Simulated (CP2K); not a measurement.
Consider formyl fluoride at its PBE geometry (Å).

```xyz
4

F     1.2556   -0.2799   -0.0029
C    -0.0958    0.0075    0.0000
O    -0.9440   -0.8307   -0.0027
H    -0.2158    1.1030    0.0056
```

Method: CP2K XAS_TDP, all-electron GAPW, PBEh(45%), aug-cc-pVTZ, TDA, GW2X-corrected core level, no relativity.

**Question.** Where do the C K-edge lines lie, and how strong are they?

Leading lines: C2 289.49 eV. The leading line of an atom is its first one with 35 % of the strongest within 2.5 eV of its lowest line over the strength cut. Core ionisation energies at this level: C2 297.36 eV.

The first six lines of each atom with a strength over 0.0015:

| atom | energy (eV) | states | strength, one atom | above the computed threshold |
| --- | --- | --- | --- | --- |
| C2 (bonded to F, O and H) | 289.49 | 1 | 0.0765 |  |
|  | 294.71 | 1 | 0.0311 |  |
|  | 294.83 | 1 | 0.0273 |  |
|  | 296.32 | 1 | 0.0098 |  |
|  | 296.52 | 1 | 0.0056 |  |
|  | 297.04 | 1 | 0.0181 |  |

Lines are vertical, at one geometry, with no vibrational structure. GW2X ionisation energies and lines can be off by 1 to 2 eV either way, and a good line position may hide errors that cancel. These values hold no scalar relativity, about 0.1 eV for C 1s. Rydberg lines, and the discretised continuum above threshold, depend on the basis and the box.

[Banner, clock and machine lines of the logs are left out without a mark of their own.]

[Logs are printed without paths, hosts, clocks, repeated set-up lines and the standing remarks that a program may print on its own settings, such as how far it seeks lower states.]

[Hosts, paths, dates, database ids (printed as entryN), source tags and the programs' standing remarks are cut or masked in the printed files.]
